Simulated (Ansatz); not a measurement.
# Y on Re(0001): change of the work function, part 3 of 4

How does one ordered layer of Y (hcp site) change the work function of Re(0001), and what dipole does each adsorbate carry?

Ansatz 0.2.0; plane-wave DFT, PBE, Ansatz PAW.

So far, work function, upper face (eV): step 2 (the clean slab) 4.98; step 3 (17 atoms, coverage 0.25 ML, cell 2x2) 2.25.

**4. Work function against coverage**

This step: plane-wave DFT, PBE, Ansatz PAW; work function against coverage (Ansatz 0.2.0).

The runs are now put side by side.

Numbers from this step:

```yaml
work_function_of_the_clean_face: 4.977 eV
largest_change_of_the_work_function: -2.728 eV
```

The work function of the covered face by coverage:

```
coverage (adsorbates/nm²)  work function of the covered face (eV)
                     0.00                                    4.98
                     3.79                                    2.25
```

The dipole per adsorbate comes from the change of the cell's dipole. Coverage, by row:

```
coverage (1/nm²)  coverage (ML)  work function (eV)  change (eV)  dipole per adsorbate, positive end outwards (debye)  mean height of the added atoms over the highest substrate atom (Å)
            3.79           0.25               2.249       -2.728                                                1.873                                                               2.202
```

**5. The slab at 0.25 ML, atoms frozen**

This step: plane-wave DFT, PBE, Ansatz PAW (Ansatz 0.2.0).

To see where the charge goes, the covered slab, the bare substrate and the adsorbate layer are each run at the same frozen positions and on the same grid.

input.yaml reads:

```yaml
crystal:
  lattice:
    - [5.5199999999, 0.0, 0.0]
    - [2.76, 4.7804602288, 0.0]
    - [0.0, 0.0, 27.8734172128]
  atoms:
    - { symbol: Re, position: [0.3333333333, 0.3333333333, 0.3228882893] }
    - { symbol: Re, position: [0.0, 0.0, 0.4028461927] }
    - { symbol: Re, position: [0.3333333333, 0.3333333333, 0.4863294466] }
    - { symbol: Re, position: [0.0, 0.0, 0.5651748142] }
    - { symbol: Re, position: [0.3333333333, 0.8333333333, 0.3228882893] }
    - { symbol: Re, position: [0.0, 0.5, 0.4028461927] }
    - { symbol: Re, position: [0.3305104426, 0.8347447787, 0.4859009887] }
    - { symbol: Re, position: [-0.0077239018, 0.5038619509, 0.562008393] }
    - { symbol: Re, position: [0.8333333333, 0.3333333333, 0.3228882893] }
    - { symbol: Re, position: [0.5, 0.0, 0.4028461927] }
    - { symbol: Re, position: [0.8347447787, 0.3305104426, 0.4859009887] }
    - { symbol: Re, position: [0.5038619509, -0.0077239018, 0.562008393] }
    - { symbol: Re, position: [0.8333333333, 0.8333333333, 0.3228882893] }
    - { symbol: Re, position: [0.5, 0.5, 0.4028461927] }
    - { symbol: Re, position: [0.8347447787, 0.8347447787, 0.4859009887] }
    - { symbol: Re, position: [0.5038619509, 0.5038619509, 0.562008393] }
    - { symbol: "Y", position: [0.3333333333, 0.3333333333, 0.6441653048] }
kpoints:
  mp_grid: { grid: [6, 6, 1] }
hamiltonian:
  xc: pbe
scf:
  occupations: { method: fermi_dirac, width: 0.1 }
  convergence: { dr2_threshold: 1.0e-08 }
efield:
  axis: 3
  dipole_correction: true
  ramp_position: 0.97
  ramp_width: 0.06
output:
  write_potential: true
  write_density: true
  volumetric_format: npy
```

Run with:

```sh
> ansatz run input.yaml --threads 4 --pin off --max-ram 6144MiB --backend cpu --events-out ev --progress --plain --runs-dir out
```

Numbers of over 12 decimals in the logs are rounded to 6 here.

What it wrote:

```text
[...]
Crystal: 17 atoms, lattice volume = 735.528 Å³
Basis set: ecut = 420 eV, 14415 PW (Γ)
Bands: 151, of which v1, the nominal top of the filled ones, is band 126 counted from 1 (125 counted from 0)
Symmetry: 6 space group operations
[...]
k-points: 7 of 36 (time reversal used)
[...]
SCF iter   1: F=—  HF=-177729.835306 eV  |F-HF|=—  |Δ(HF+E_count)|=         —  Δρ=7.29e-3  dr2=1.03e0  ethr=1.77e-3  p=0.372 e·Å  D=9.16e-2 V/Å  ΔV_dip=-2.55 eV  dr2_dipole=2.21e-2  V_vac-E_F(+/−)=2.44/4.99 eV  ⟨swp⟩=8.7  Hψ=4859  notcnv=0
[...]
SCF iter  10: F=-177729.818093 eV  HF=-177729.818093 eV  |F-HF|=2.30e-9  |Δ(HF+E_count)|=   2.44e-8  Δρ=6.53e-7  dr2=9.39e-9  ethr=3.98e-12  p=0.412 e·Å  D=1.01e-1 V/Å  ΔV_dip=-2.82 eV  dr2_dipole=1.29e-9  V_vac-E_F(+/−)=2.25/5.07 eV  ⟨swp⟩=9.9  Hψ=3080  notcnv=0
SCF 1 converged in 10 iterations: F = -177729.818093 eV  dr2 = 9.39e-9
[...]
SCF converged after 10 iterations
Free energy (F): -177729.818093 eV
[...]
Internal energy: -177729.374041 eV  (E = F + TS)
E sigma→0 (E₀):  -177729.596067 eV
Entropy (-TS):   -0.444052 eV (-26.121 meV/atom)
Fermi energy:    5.904573 eV
Dipole field:    D = 0.101275 V/Å  (p = 0.411662 e·Å, saw-weighted, corrected)
Work function:   Φ+ = 2.2520 eV   Φ− = 5.0749 eV
[...]
--- Band table (eV; the first three rows and the last of 7) ---
  k-point 0: bands = [... 122 lower, 6.0882, 6.1856, 6.5996, 6.5996, 6.7258, 6.9397, 6.9397, 7.4733, ... 21 higher]
  k-point 1: bands = [... 122 lower, 5.8306, 5.8843, 6.3709, 6.4559, 6.5333, 6.7179, 6.7483, 6.7793, ... 21 higher]
  k-point 2: bands = [... 122 lower, 5.4183, 5.4509, 5.4834, 5.6473, 5.7848, 6.0956, 6.3086, 6.3121, ... 21 higher]
  k-point 6: bands = [... 122 lower, 5.5880, 5.6969, 5.7074, 5.7203, 5.7238, 6.1471, 6.2526, 6.2710, ... 21 higher]
```

It took 56 s on 4 threads of Arm Neoverse N1, shared host; peak memory 2.5 GiB; 3.7 min of CPU time.

Reading the cycles: dr2 is the Hartree energy of the density residual (eV), the measure of convergence; HF is the Harris–Foulkes estimate of the energy, which meets the free energy F at convergence.

This step gave:

```
energy at zero smearing        : -177729.5961 eV
work function, upper face      : 2.252 eV
work function, lower face      : 5.075 eV
dipole along the normal        : 0.4117 e·Å
step between the vacuum levels : -2.823 eV
```

The work function of the upper face is 2.25 eV.

**6. The substrate of the 0.25 ML cell alone**

System of this step: Y/Re(0001), substrate alone, atoms held. The cell holds 16 atoms: 16 Re. Its edges and angles: a = 5.520 Å, b = 5.520 Å, c = 27.873 Å, α = 90.0°, β = 90.0°, γ = 60.0°. Vacuum lies along c.

The second part, atoms unmoved.

Edit input.yaml of step 5 so:

```diff
@@ -22,3 +22,2 @@
     - { symbol: Re, position: [0.5038619509, 0.5038619509, 0.562008393] }
-    - { symbol: "Y", position: [0.3333333333, 0.3333333333, 0.6441653048] }
 kpoints:
```

What it wrote:

```text
[...]
Crystal: 16 atoms, lattice volume = 735.528 Å³
Basis set: ecut = 420 eV, 14415 PW (Γ)
Bands: 144, of which v1, the nominal top of the filled ones, is band 120 counted from 1 (119 counted from 0)
Symmetry: 6 space group operations
[...]
k-points: 7 of 36 (time reversal used)
[...]
SCF iter   1: F=—  HF=-173880.524464 eV  |F-HF|=—  |Δ(HF+E_count)|=         —  Δρ=6.18e-3  dr2=9.91e-1  ethr=1.77e-3  p=0.020 e·Å  D=5.02e-3 V/Å  ΔV_dip=-0.14 eV  dr2_dipole=6.83e-2  V_vac-E_F(+/−)=5.00/5.14 eV  ⟨swp⟩=10.0  Hψ=5142  notcnv=0
[...]
SCF iter   9: F=-173880.484243 eV  HF=-173880.484243 eV  |F-HF|=6.52e-9  |Δ(HF+E_count)|=   2.55e-8  Δρ=8.36e-7  dr2=7.40e-9  ethr=4.17e-12  p=0.016 e·Å  D=3.88e-3 V/Å  ΔV_dip=-0.11 eV  dr2_dipole=1.57e-10  V_vac-E_F(+/−)=5.01/5.12 eV  ⟨swp⟩=8.9  Hψ=2908  notcnv=0
SCF 1 converged in 9 iterations: F = -173880.484243 eV  dr2 = 7.40e-9
[...]
SCF converged after 9 iterations
Free energy (F): -173880.484243 eV
[...]
Internal energy: -173880.056303 eV  (E = F + TS)
E sigma→0 (E₀):  -173880.270273 eV
Entropy (-TS):   -0.427939 eV (-26.746 meV/atom)
Fermi energy:    4.303274 eV
Dipole field:    D = 0.003890 V/Å  (p = 0.015812 e·Å, saw-weighted, corrected)
Work function:   Φ+ = 5.0147 eV   Φ− = 5.1231 eV
[...]
--- Band table (eV; the first three rows and the last of 7) ---
  k-point 0: bands = [... 116 lower, 4.9293, 5.1238, 5.1238, 5.1345, 5.2023, 5.2023, 6.1437, 6.1437, ... 20 higher]
  k-point 1: bands = [... 116 lower, 4.3159, 4.6299, 4.6905, 4.6970, 5.0740, 5.1117, 5.3521, 5.3726, ... 20 higher]
  k-point 2: bands = [... 116 lower, 3.9020, 3.9196, 3.9449, 3.9483, 4.0036, 4.1552, 4.2537, 5.0237, ... 20 higher]
  k-point 6: bands = [... 116 lower, 4.0369, 4.0528, 4.0864, 4.1675, 4.5244, 4.5404, 4.5728, 4.9933, ... 20 higher]
```

Run time: 48 s. Hardware: 4 threads; peak memory 2.4 GiB.

Numbers from this step:

```
energy at zero smearing        : -173880.2703 eV
work function, upper face      : 5.015 eV
work function, lower face      : 5.123 eV
dipole along the normal        : 0.01581 e·Å
step between the vacuum levels : -0.1084 eV
```

The work function of the upper face is 5.01 eV.

**7. The adsorbate layer of the 0.25 ML cell alone**

System of this step: Y/Re(0001), adsorbate layer alone, atoms held. The cell holds 1 atom: 1 Y. Its edges and angles: a = 5.520 Å, b = 5.520 Å, c = 27.873 Å, α = 90.0°, β = 90.0°, γ = 60.0°. Vacuum lies along c.

The third part; a free layer of atoms may carry a moment, so spin is on.

input.yaml, the sections that differ from step 6:

```yaml
crystal:
  lattice:
    - [5.5199999999, 0.0, 0.0]
    - [2.76, 4.7804602288, 0.0]
    - [0.0, 0.0, 27.8734172128]
  atoms:
    - { symbol: "Y", position: [0.3333333333, 0.3333333333, 0.6441653048], spin: 1.0 }
magnetization:
  spin_polarized: true
# kpoints, hamiltonian, scf, efield, output: as in step 6
```

What it wrote:

```text
[...]
Crystal: 1 atoms, lattice volume = 735.528 Å³
Basis set: ecut = 420 eV, 14415 PW (Γ)
Bands: 10, of which v1, the nominal top of the filled ones, is band 6 counted from 1 (5 counted from 0)
Symmetry: 12 space group operations
k-points: 7 of 36
[...]
Starting moments: Σ|m| = 1 μB on 1 of 1 site
[...]
SCF iter   1: F=—  HF=-3844.924483 eV  |F-HF|=—  |Δ(HF+E_count)|=         —  Δρ=1.84e-3 (↑1.84e-3 ↓6.69e-4)  dr2=1.28e-1  dr2_m=5.08e-3  M=0.943 μB ∫|m|=0.943 μB  β_m=1.00  ethr=1.14e-3  p=0.000 e·Å  D=5.57e-9 V/Å  ΔV_dip=-0.00 eV  dr2_dipole=4.20e-11  V_vac-E_F(+/−)=3.06/3.06 eV  ⟨swp⟩=1.0  Hψ=2375  notcnv=0
[...]
automatic band count: the SCF goes on with 14 bands, as 10 were too few: the levels above may hold too much charge
[...]
spin=Collinear: LDOS preconditioning applied to the charge; magnetization (m = ρ↑ − ρ↓) channel mixes plain (no charge-response kernel on spin).
SCF iter   2: F=—  HF=-3844.920377 eV  |F-HF|=—  |Δ(HF+E_count)|=   4.11e-3  Δρ=1.06e-3 (↑1.06e-3 ↓7.68e-4)  dr2=9.36e-2  dr2_m=2.17e-4  M=0.943 μB ∫|m|=0.943 μB  β_m=0.58  ethr=1.14e-3  p=0.000 e·Å  D=5.77e-6 V/Å  ΔV_dip=-0.00 eV  dr2_dipole=4.55e-8  V_vac-E_F(+/−)=3.07/3.07 eV  ⟨swp⟩=1.9  Hψ=225  notcnv=0
density mixer auto → msr1: a metal under ldos (density of states about μ 3.04 of a free-electron gas's, 30 screened modes)
SCF iter   3: F=—  HF=-3844.903547 eV  |F-HF|=—  |Δ(HF+E_count)|=   1.68e-2  Δρ=1.01e-3 (↑8.99e-4 ↓1.01e-3)  dr2=1.28e-2  dr2_m=4.82e-3  M=0.954 μB ∫|m|=0.954 μB  β_m=0.79  ethr=8.51e-4  p=-0.000 e·Å  D=-1.16e-5 V/Å  ΔV_dip=0.00 eV  dr2_dipole=1.70e-9  V_vac-E_F(+/−)=3.15/3.15 eV  ⟨swp⟩=2.4  Hψ=295  notcnv=0
[...]
SCF iter  16: F=-3844.946899 eV  HF=-3844.946899 eV  |F-HF|=1.64e-11  |Δ(HF+E_count)|=  8.14e-10  Δρ=3.85e-8 (↑3.85e-8 ↓1.52e-8)  dr2=6.65e-12  dr2_m=4.03e-12  M=0.989 μB ∫|m|=0.989 μB  ethr=3.24e-12  p=0.000 e·Å  D=1.69e-6 V/Å  ΔV_dip=-0.00 eV  dr2_dipole=1.31e-16  V_vac-E_F(+/−)=3.18/3.18 eV  ⟨swp⟩=6.0  Hψ=784  notcnv=0
SCF 1 converged in 16 iterations: F = -3844.946899 eV  dr2 = 6.65e-12
[...]
at 1 of the mixer's solves, the last at iteration 5, it left a direction of its history that read negative out of its fit and stepped the other way along it
[...]
SCF converged after 16 iterations
Magnetization: 0.9891 μB (5.9945 up, 5.0055 down)
Absolute magnetization: 0.9895 μB (∫|ρ↑−ρ↓|, with the PAW one-centre terms)
[...]
Per-site moments (μB) at R_I (Å): [(0.892045, 2.277000)]
Free energy (F): -3844.946899 eV
[...]
Internal energy: -3844.794599 eV  (E = F + TS)
E sigma→0 (E₀):  -3844.870749 eV
Entropy (-TS):   -0.152300 eV (-152.300 meV/atom)
Fermi energy:    -2.480498 eV
Dipole field:    D = 0.000002 V/Å  (p = 0.000007 e·Å, saw-weighted, corrected)
Work function:   Φ+ = 3.1819 eV   Φ− = 3.1819 eV
[...]
--- Band table (eV; the first three rows and the last of 14) ---
  k-point 0 ↑: bands = [... 2 lower, -27.6264, -27.6060, -4.5627, -2.6542, -2.2099, -2.2099, -1.8105, -1.8105, ... 4 higher]
  k-point 1 ↑: bands = [... 2 lower, -27.6265, -27.6060, -4.3684, -2.6256, -2.2833, -2.1116, -2.0317, -1.8309, ... 4 higher]
  k-point 2 ↑: bands = [... 2 lower, -27.6268, -27.6059, -3.8488, -2.5784, -2.3633, -2.1887, -1.8781, -1.8710, ... 4 higher]
  k-point 6 ↓: bands = [... 2 lower, -27.2873, -27.0830, -2.5123, -2.1949, -2.1949, -1.8024, -1.8024, -1.2257, ... 4 higher]
```

Elapsed: 14 s, on 4 threads; peak memory 0.91 GiB.

This step gave:

| Quantity | Value |
| --- | --- |
| energy at zero smearing | -3844.8707 eV |
| total moment | 0.9891 μB |
| site moments | 0.8920 μB |
| work function, upper face | 3.182 eV |
| dipole along the normal | 6.84e-6 e·Å |

Site moment by atom:

```
atom  site moment (μB)
  Y1             0.892
```

The free layer carries a moment of 1.0 μB a cell.

**8. Density difference at 0.25 ML**

This step: plane-wave DFT, PBE, Ansatz PAW; density difference on adsorption (Ansatz 0.2.0).

The densities of the parts are taken from that of the whole and averaged over planes; the first moment of what is left gives the step in the potential.

This step gave:

```
largest charge moved                 : 0.01220 e/Å²
potential step from the moved charge : -2.715 eV
```

The electron density difference oscillates, so the rows of the table below give means over windows of 1 Å about each position, cut where the curve ends. Its maxima inside the range that stand out by 2 % of the span (Å: e/Å³): 10.6: 3.6e-4, 11.8: 4.2e-4, 13.6: 0.00231, 15.0: 0.00145, 15.7: -0.00249, 16.8: 0.0241, 18.4: 0.00147. Its minima: 9.6: -5.9e-4, 11.2: -8.0e-4, 13.2: -9.2e-4, 14.4: -0.00274, 15.4: -0.00538, 16.1: -0.0131, 18.0: -0.0119, 19.3: -0.00665.

Planar mean, whole system less its parts. Table of electron density difference by z; means over each step:

z (Å), electron density difference (e/Å³) and a bar from the least value:
```
        5     0.0000 ######
        6     0.0000 ######
        7    -0.0001 ######
        8     0.0000 ######
        9     0.0003 ######
       10    -0.0001 ######
       11    -0.0002 ######
       12     0.0002 ######
       13    -0.0001 ######
       14    -0.0005 #####
       15    -0.0014 ####
       16    -0.0046 
       17     0.0179 ##############################
       18    -0.0041 #
       19    -0.0040 #
       20    -0.0031 ##
       21    -0.0003 ######
       22     0.0000 ######
       23     0.0000 ######
       24     0.0000 ######
       25     0.0000 ######
```

Planar mean, whole system less its parts. The electrons moved below z by z:

z (Å), electrons moved below z (e/Å²) and a bar from the least value:
```
        5     0.0000 ############
        6     0.0000 ############
        7    -0.0001 ###########
        8    -0.0002 ###########
        9     0.0001 ############
       10     0.0000 ############
       11     0.0001 ############
       12     0.0000 ############
       13     0.0001 ############
       14     0.0005 #############
       15    -0.0007 ##########
       16    -0.0054 
       17     0.0056 #######################
       18     0.0086 ##############################
       19     0.0061 #########################
       20     0.0010 ##############
       21     0.0000 ############
       22     0.0000 ############
       23     0.0000 ############
       24     0.0000 ############
       25     0.0000 ############
```

[end of part 3 of 4]

[Logs are printed without paths, hosts, clocks, repeated set-up lines and the standing remarks that a program may print on its own settings, such as how far it seeks lower states.]

[Hosts, paths, dates, database ids (printed as entryN), source tags and the programs' standing remarks are cut or masked in the printed files.]

[Maps of the electrostatic potential energy from Ansatz leave out the sawtooth potential of an applied field or a dipole correction, so their vacuum need not be flat; planar profiles and work functions include it.]
